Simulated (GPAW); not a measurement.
# Optical response of TiTe2

Aim: the dielectric function of TiTe2, and the optical constants that follow from it.

Method: DFT, LDA, plane-wave PAW (GPAW data sets), scalar-relativistic, RPA, optical limit, in GPAW 26.7.0.

This is a report of a sequence of runs, with most program output left out.

## 1. Starting point

The structure is trigonal, space group P-3m1 (No. 164). The conventional cell has a = 3.777 Å, b = 3.777 Å, c = 6.498 Å, α = 90.00°, β = 90.00°, γ = 120.00°. Te has 3 Ti at 2.77 Å nearest. Ti has 6 Te at 2.77 Å nearest. Farther neighbours and most contacts between anions are not listed.

## 2. Ground state

First the ground state: is it a metal or has it a gap?

This step: DFT, LDA, plane-wave PAW (GPAW data sets), scalar-relativistic, ground state (GPAW 26.7.0).

File gs.py:

```python
from ase import Atoms
from ase.dft.bandgap import bandgap
from gpaw import GPAW, PW, FermiDirac

atoms = Atoms(['Te', 'Te', 'Ti'],
              cell=[[3.777000000004, 0.000000000000, 0.000000000000],
                    [-1.888500000002, 3.270977950097, 0.000000000000],
                    [0.000000000000, 0.000000000000, 6.498000000000]],
              scaled_positions=[[0.333333333333, 0.666666666667, 0.737200000000],
                                [0.666666666667, 0.333333333333, 0.262800000000],
                                [0.000000000000, 0.000000000000, 0.000000000000]],
              pbc=[True, True, True])
atoms.calc = GPAW(mode=PW(450), xc='LDA', kpts={'size': (9, 9, 4), 'gamma': True},
                  occupations=FermiDirac(0.05), maxiter=150, txt='gs.txt')
print('energy (eV)', atoms.get_potential_energy())
print('Fermi level (eV)', atoms.calc.get_fermi_level())
print('valence electrons', atoms.calc.get_number_of_electrons())
print('gap (eV)', bandgap(atoms.calc, output=None)[0])
print('direct gap (eV)', bandgap(atoms.calc, direct=True, output=None)[0])
atoms.calc.write('gs.gpw')
```

Command:

```sh
OMP_NUM_THREADS=1 python gs.py
```

Elapsed: 21 s, on 1 thread of Arm Neoverse V1, shared host; peak memory 0.17 GiB.

Read-outs, printed or worked out from the files:

```
energy       : -17.31 eV
Fermi energy : 6.332 eV
electrons    : 24
```

There are states at the Fermi level within the smearing, so the occupations stay smeared and the carriers get a Drude term.

## 3. Bands for the response

The response needs many more empty bands than the density does.

This step: DFT, LDA, plane-wave PAW (GPAW data sets), scalar-relativistic, bands at fixed density (GPAW 26.7.0).

File nscf.py:

```python
from ase.dft.bandgap import bandgap
from gpaw import GPAW, FermiDirac

calc = GPAW('gs.gpw').fixed_density(kpts={'size': (16, 16, 8), 'gamma': True}, nbands=57, convergence={'bands': 51},
                                    occupations=FermiDirac(0.05), txt='nscf.txt')
print('gap (eV)', bandgap(calc, output=None)[0])
print('direct gap (eV)', bandgap(calc, direct=True, output=None)[0])
print('top band over the Fermi level (eV)', min(calc.get_eigenvalues(kpt=k)[50] for k in range(len(calc.get_ibz_k_points()))) - calc.get_fermi_level())
calc.write('full.gpw', mode='all')
```

Command:

```sh
OMP_NUM_THREADS=1 python nscf.py
```

The job ended after 7.1 min (1 thread; peak memory 0.58 GiB).

## 4. Dielectric function, RPA

Local fields let the induced charge screen the field inside the cell, which as a rule lowers ε, most along directions where the density is uneven.

This step: DFT, LDA, plane-wave PAW (GPAW data sets), scalar-relativistic, RPA, optical limit (GPAW 26.7.0).

File df.py:

```python
from gpaw.response.df import DielectricFunction

df = DielectricFunction('full.gpw', frequencies={'type': 'nonlinear', 'domega0': 0.03, 'omega2': 8},
                        ecut=50,
                        eta=0.15,
                        nbands=51,
                        rate=0.05,
                        txt='df.txt')
for direction in ['x', 'z']:
    df.get_dielectric_function(xc='RPA', direction=direction, filename=f'df_{direction}.csv')
```

Command:

```sh
OMP_NUM_THREADS=1 python df.py
```

Elapsed: 62 s, on 1 thread; peak memory 0.37 GiB.

Numbers from this step:

| Property | Result |
| --- | --- |
| main peak of the optical conductivity above 1 eV, first axis | 7.344 eV |
| centre of weight of the strongest loss peak in the window | 18.09 eV |

Some rows of df_x.csv (energy; Re and Im without local fields; Re and Im with them):

```text
0.000000, 4624.696214, -0.000000, 4623.671203, -0.000000
0.555532, -0.539937, 35.578263, -1.258650, 34.954579
1.143969, -6.240162, 24.720704, -6.407836, 24.971148
1.768324, 0.634933, 11.610092, -0.136390, 11.490256
2.431988, 2.070873, 10.077463, 1.467050, 9.714055
3.138794, 1.729751, 9.780928, 1.306534, 9.159584
3.893091, 0.094067, 9.220211, 0.239707, 8.819791
4.699832, -1.153407, 6.646948, -1.269837, 6.573055
5.564682, -0.683564, 4.165408, -1.018243, 4.090242
6.494155, 1.844541, 4.421676, 1.212583, 3.922005
7.495775, -0.359553, 6.518965, -0.386339, 5.648529
8.578281, -1.984244, 4.699728, -1.613502, 4.019371
9.751884, -1.949715, 2.914549, -1.457272, 2.482349
11.028587, -1.263010, 1.743537, -0.948980, 1.495200
12.422601, -1.168047, 1.361293, -0.731168, 1.308069
13.950874, -0.857827, 0.763938, -0.460607, 0.980116
15.633783, -0.383482, 0.413823, -0.319154, 0.615683
17.496047, -0.017413, 0.253039, -0.007557, 0.321347
19.567954, 0.216655, 0.195730, 0.243918, 0.244394
21.887015, 0.407026, 0.163204, 0.442490, 0.200932
24.500258, 0.530920, 0.107132, 0.529649, 0.184296
```

The Im ε has structure finer than the step of the table below, so its rows give means over 1 eV, whole bins alone (the curve runs from 0.305 to 26.3 eV). Peaks (eV: height): E ∥ z 1.4: 8.87, 2.7: 8.79, 3.8: 8.75, 6.9: 6.58.

Im ε against photon energy; means over each step:

```tsv
photon energy (eV)	E ∥ x	E ∥ z
1	27.8	9.17
2	11.5	8.08
3	9.40	8.01
4	8.54	8.38
5	5.73	6.62
6	3.63	5.43
7	5.09	6.31
8	4.73	4.65
9	3.17	3.28
10	2.27	2.43
11	1.57	1.96
12	1.43	1.67
13	1.09	1.18
14	0.958	0.938
15	0.751	0.734
16	0.546	0.542
17	0.369	0.408
18	0.299	0.321
19	0.253	0.271
20	0.222	0.244
21	0.190	0.244
22	0.203	0.225
23	0.196	0.218
24	0.190	0.213
25	0.169	0.178
```

The Re ε by photon energy:

```tsv
photon energy (eV)	E ∥ x	E ∥ z
1	-2.25	6.00
2	1.53	7.06
3	1.30	4.49
4	-0.0134	3.09
5	-1.21	1.37
6	0.105	1.16
7	1.26	0.177
8	-1.35	-1.56
9	-1.63	-1.20
10	-1.43	-1.15
11	-0.971	-0.866
12	-0.746	-0.889
13	-0.621	-0.742
14	-0.458	-0.553
15	-0.375	-0.443
16	-0.280	-0.258
17	-0.111	-0.106
18	0.0726	0.0630
19	0.198	0.180
20	0.269	0.292
21	0.380	0.365
22	0.449	0.428
23	0.488	0.466
24	0.519	0.498
25	0.548	0.523
26	0.587	0.562
```

Reflectivity at normal incidence against photon energy; read off at these points:

```tsv
photon energy (eV)	E ∥ x (%)	E ∥ z (%)
1.0	61.6	32.2
2.0	42.3	32.3
3.0	38.9	31.9
4.0	39.8	33.9
5.0	38.3	30.2
6.0	24.7	26.2
7.0	26.6	34.5
8.0	37.6	39.1
8.8	42.4	36.3
9.0	40.1	35.5
10.0	40.0	35.7
11.0	37.2	32.6
12.0	33.0	33.9
13.0	33.9	35.8
14.0	30.4	34.5
15.0	31.3	33.7
16.0	33.0	32.3
17.0	30.6	27.8
18.0	19.7	20.0
19.0	12.9	13.7
20.0	9.63	8.70
21.0	5.79	6.31
22.0	4.20	4.68
23.0	3.45	3.93
24.0	2.94	3.35
25.0	2.47	2.83
26.0	1.93	2.24
```

The refractive index n and extinction k by photon energy:

```tsv
photon energy (eV)	n, E ∥ x	k, E ∥ x	n, E ∥ z	k, E ∥ z
2	2.57	2.25	2.97	1.34
4	2.08	2.08	2.45	1.71
6	1.32	1.28	1.76	1.39
8	1.31	1.75	1.29	1.80
10	0.788	1.43	0.865	1.38
12	0.658	1.09	0.726	1.19
14	0.553	0.874	0.500	0.896
16	0.405	0.666	0.407	0.650
18	0.443	0.351	0.443	0.365
20	0.557	0.201	0.578	0.206
22	0.686	0.147	0.674	0.162
24	0.732	0.130	0.721	0.149
26	0.772	0.0935	0.757	0.100
```

The loss function −Im 1/ε at q → 0 by energy loss; read off at these points:

```tsv
energy loss (eV)	E ∥ x	E ∥ z
1.0	0.0324	0.0798
2.0	0.0849	0.0703
3.0	0.103	0.0957
4.0	0.116	0.105
5.0	0.170	0.155
6.0	0.297	0.194
7.0	0.186	0.153
8.0	0.201	0.194
9.0	0.259	0.265
10.0	0.316	0.340
11.0	0.470	0.425
12.0	0.550	0.458
13.0	0.704	0.614
14.0	0.846	0.809
15.0	1.07	0.986
16.0	1.46	1.53
17.0	2.52	2.24
17.7	3.25	2.98
18.0	3.05	2.98
19.0	2.44	2.56
20.0	1.83	1.68
21.0	1.05	1.27
22.0	0.831	0.945
23.0	0.709	0.827
24.0	0.623	0.731
25.0	0.509	0.573
26.0	0.395	0.447
```

Optical constants at common wavelengths, from n + ik = √ε:

```tsv
wavelength (nm)	n x	k x	R (%) x	1/α x	n z	k z	R (%) z	1/α z
1550	4.10	4.118	61.8	30 nm	2.66	1.797	36.0	69 nm
800	2.46	2.876	51.4	22 nm	2.97	1.339	32.3	48 nm
532	2.36	2.137	40.5	20 nm	2.92	1.417	32.8	30 nm
450	2.47	2.011	38.6	18 nm	2.77	1.563	33.5	23 nm
365	2.28	1.917	36.8	15 nm	2.68	1.438	31.3	20 nm
308	2.06	2.083	39.9	12 nm	2.44	1.703	33.8	14 nm
193	1.60	1.199	21.9	13 nm	1.95	1.428	27.4	11 nm
```

A polished face would reflect 37 % of daylight and look grey (CIE x = 0.317, y = 0.333 under D65).

## 5. Results

```
main peak of the optical conductivity above 1 eV, first axis          : 7.34 eV
centre of weight of the strongest loss peak in the window, first axis : 18.1 eV
```

At this level (LDA, RPA) TiTe2 is a metal; it reflects 42 % at 550 nm for E ∥ x. A polished face would reflect 37 % of daylight and look grey (CIE x = 0.317, y = 0.333 under D65). The carriers' damping of 0.05 eV is typed, not computed; it shapes the response at the lowest energies. Spin-orbit coupling is left out although heavy atoms are present. The sum runs over mesh points, so small or evenly spaced maxima can still be ripples of the mesh. The curves end at 26 eV, about where the summed bands run out. In this version of GPAW the matrix elements of the optical limit are incomplete, which can lower ε − 1 by up to a tenth where first-row anions or d states rule, and shift it by more in d metals. GPAW's carrier term has the form −ωp²/(ω + i·rate)², which damps like twice the rate and fails at low energy, so the curves leave the lowest energies out.

[Machine, clock and banner lines and Python warnings are left out of the logs.]

[Logs are printed without paths, hosts, clocks, repeated set-up lines and the standing remarks that a program may print on its own settings, such as how far it seeks lower states.]

[Hosts, paths, dates, database ids (printed as entryN), source tags and the programs' standing remarks are cut or masked in the printed files.]
